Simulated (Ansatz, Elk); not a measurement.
# Bonding as seen by X-rays: HfNbBP, part 2 of 2

Structure refinements treat a crystal as free atoms side by side. For a made-up structure of HfNbBP (cell and positions from a PBEsol relaxation) the runs below show what the calculated density changes in F(hkl).

Elk 11.2.3 (patched build); all-electron DFT.

So far: Set-up; Ground state and structure factors; The highest occupied states alone.

The structure was built from a prototype and need not be the compound's stable phase.

## 4. Another functional

Level of this step: DFT, LDA (Perdew-Wang), all-electron APW+lo, Dirac cores, scalar-relativistic bands, static density, no spin (Elk).

The difference from free atoms is small, so it is set against the change that LDA (Perdew-Wang) makes.

The input, elk.in:

```
tasks
  0
  195

xctype
  3

spinpol
  .false.

rgkmax
  7.0

gmaxvr
  14.0

lmaxo
  7

lmaxapw
  8

swidth
  0.002

tshift
  .false.

ramdisk
  .false.

hmaxvr
  5.5

maxscl
  120

epspot
  1e-06

sppath
  './'

avec
  3.22160123015 1.85999233745 10.98049495883
  -3.22160123015 1.85999233745 10.98049495883
  -0.00000000000 -3.71998467489 10.98049495883

atoms
  4
  'Hf.in'
  1
  1.0091285394 1.0091285394 1.0091285394   0.000000 0.000000 0.000000
  'Nb.in'
  1
  0.4895290481 0.4895290481 0.4895290481   0.000000 0.000000 0.000000
  'P.in'
  1
  0.2457833194 0.2457833194 0.2457833194   0.000000 0.000000 0.000000
  'B.in'
  1
  0.7516590931 0.7516590931 0.7516590931   0.000000 0.000000 0.000000

ngridk
  8 8 8
```

Launch:

```
$ OMP_NUM_THREADS=4 elk
```

Numbers of over 12 decimals in the logs are rounded to 6 here.

What it wrote:

```text
┌─────────────────────────┐
│ Elk code version 11.2.3 │
└─────────────────────────┘

All units are atomic (Hartree, Bohr, etc.)

┌─────────────────────────────────────────────────┐
│ Ground-state run starting from atomic densities │
└─────────────────────────────────────────────────┘

Lattice vectors :
   3.221601230       1.859992337       10.98049496
  -3.221601230       1.859992337       10.98049496
  -0.000000000      -3.719984675       10.98049496

Reciprocal lattice vectors :
  0.9751649659      0.5630117555      0.1907377682
[...]
species : 3 (P)
   atom 1                    :    13.43009957     (  0.4287276303E-03)
  species : 4 (B)
   atom 1                    :    3.846648544     (  0.1156359066E-03)
 total in muffin-tins        :    126.9079791
 total calculated charge     :    132.9974722
 total charge                :    133.0000000
 error                       :   0.2527787016E-02

┌──────────────────────────────┐
│ Self-consistent loop stopped │
└──────────────────────────────┘

Warning : core states of species 3 leak from the muffin-tin :   0.4287276303E-03

Warning : core states of species 4 leak from the muffin-tin :   0.1156359066E-03

Wrote STATE.OUT
[key lines of the parts left out:]
total energy                :     -19271.018625069
```

The job ended after 30 s (4 threads of INTEL XEON PLATINUM 8581C at 2.30GHz (Emerald Rapids), shared host; peak memory 0.16 GiB; 1.7 min of CPU time).

Against the first run R = 0.03 %; the largest change is -0.034 at 410.

## 5. Basis size

A smaller basis shows how fast F responds to it; the change is likely larger than the basis error of the first run, but doesn't show convergence.

Changes to elk.in since step 4:

```diff
@@ -5,3 +5,3 @@
 xctype
-  3
+  20
 
@@ -11,3 +11,3 @@
 rgkmax
-  7.0
+  5.5
```

Launch:

```
$ OMP_NUM_THREADS=4 elk
```

What it wrote:

```text
┌─────────────────────────┐
│ Elk code version 11.2.3 │
└─────────────────────────┘

All units are atomic (Hartree, Bohr, etc.)

┌─────────────────────────────────────────────────┐
│ Ground-state run starting from atomic densities │
└─────────────────────────────────────────────────┘

Lattice vectors :
   3.221601230       1.859992337       10.98049496
  -3.221601230       1.859992337       10.98049496
  -0.000000000      -3.719984675       10.98049496

Reciprocal lattice vectors :
  0.9751649659      0.5630117555      0.1907377682
[...]
species : 3 (P)
   atom 1                    :    13.42043783     (  0.4261638041E-03)
  species : 4 (B)
   atom 1                    :    3.822287935     (  0.1090697822E-03)
 total in muffin-tins        :    126.7482474
 total calculated charge     :    132.9983618
 total charge                :    133.0000000
 error                       :   0.1638209834E-02

┌──────────────────────────────┐
│ Self-consistent loop stopped │
└──────────────────────────────┘

Warning : core states of species 3 leak from the muffin-tin :   0.4261638041E-03

Warning : core states of species 4 leak from the muffin-tin :   0.1090697822E-03

Wrote STATE.OUT
[key lines of the parts left out:]
total energy                :     -19285.318165500
```

The job ended after 38 s (4 threads; peak memory 0.19 GiB; 2.1 min of CPU time).

Against the first run R = 0.02 %; the largest change is +0.050 at 024.

## 6. Basis size

The basis and the expansions that go with it are enlarged, to see whether the differences are converged.

Changes to elk.in since step 5:

```diff
@@ -11,12 +11,12 @@
 rgkmax
-  5.5
+  8.5
 
 gmaxvr
-  14.0
+  18.0
 
 lmaxo
-  7
+  9
 
 lmaxapw
-  8
+  10
```

Launch:

```
$ OMP_NUM_THREADS=4 elk
```

What it wrote:

```text
┌─────────────────────────┐
│ Elk code version 11.2.3 │
└─────────────────────────┘

All units are atomic (Hartree, Bohr, etc.)

┌─────────────────────────────────────────────────┐
│ Ground-state run starting from atomic densities │
└─────────────────────────────────────────────────┘

Lattice vectors :
   3.221601230       1.859992337       10.98049496
  -3.221601230       1.859992337       10.98049496
  -0.000000000      -3.719984675       10.98049496

Reciprocal lattice vectors :
  0.9751649659      0.5630117555      0.1907377682
[...]
species : 3 (P)
   atom 1                    :    13.43948913     (  0.4274812265E-03)
  species : 4 (B)
   atom 1                    :    3.858973002     (  0.1097561000E-03)
 total in muffin-tins        :    126.8777072
 total calculated charge     :    132.9993849
 total charge                :    133.0000000
 error                       :   0.6150753407E-03

┌──────────────────────────────┐
│ Self-consistent loop stopped │
└──────────────────────────────┘

Warning : core states of species 3 leak from the muffin-tin :   0.4274812265E-03

Warning : core states of species 4 leak from the muffin-tin :   0.1097561000E-03

Wrote STATE.OUT
[key lines of the parts left out:]
total energy                :     -19285.375014852
```

The job ended after 1.8 min (4 threads; peak memory 0.37 GiB; 6.2 min of CPU time).

Against the first run R = 0.00 %; the largest change is +0.007 at 036.

## 7. Settings against the effect

| run | R against the first run (%) | R against neutral atoms, low angle (%) | wall time |
| --- | --- | --- | --- |
| PBE, rgkmax 7 | 0.00 | 0.37 | 49 s |
| LDA (Perdew-Wang) | 0.03 | 0.37 | 30 s |
| rgkmax 5.5 | 0.02 | 0.39 | 38 s |
| rgkmax 8.5 with larger expansions | 0.00 | 0.37 | 1.8 min |

## 8. Outcome

| Property | Result |
| --- | --- |
| R against neutral atoms, sin θ/λ < 0.3 Å⁻¹ | 0.37 % |
| R against neutral atoms, 0.3 to 0.83 Å⁻¹ | 0.20 % |

What this shows: Independent neutral atoms miss the calculated amplitudes by R = 0.37 % below 0.3 Å⁻¹ and 0.20 % from there to 0.83 Å⁻¹; by shells, 0.49 % below 0.15 Å⁻¹ (1 form), 0.37 % 0.15 to 0.3 (9 forms), 0.21 % 0.3 to 0.45 (17 forms), 0.19 % above 0.45 (106 forms). Bonding, aspherical density and the tables' own atoms all enter these figures, and the runs don't part them. The largest change of an amplitude is -0.76 electrons, at 012. R counts amplitudes alone; phases shift too. The window's part falls from 15.0 electrons at the origin to at most 0.14 between 0.45 and 0.83 Å⁻¹. Below 0.3 Å⁻¹ the changes that finished (LDA (Perdew-Wang), rgkmax 5.5 and rgkmax 8.5 with larger expansions) move F by R = 0.02 % at most, against the 0.37 % that separates it from free atoms. The k-mesh has no finished test. These runs have no spin, though d or f shells may be open. Spin-orbit coupling is left out, which can matter for elements this heavy. Part of the difference isn't bonding: the tables are fits to free atoms and ions calculated by other methods than this functional. Thermal motion, anomalous dispersion and extinction are left out.

[Logs are printed without paths, hosts, clocks, repeated set-up lines and the standing remarks that a program may print on its own settings, such as how far it seeks lower states.]

[Hosts, paths, dates, database ids (printed as entryN), source tags and the programs' standing remarks are cut or masked in the printed files.]
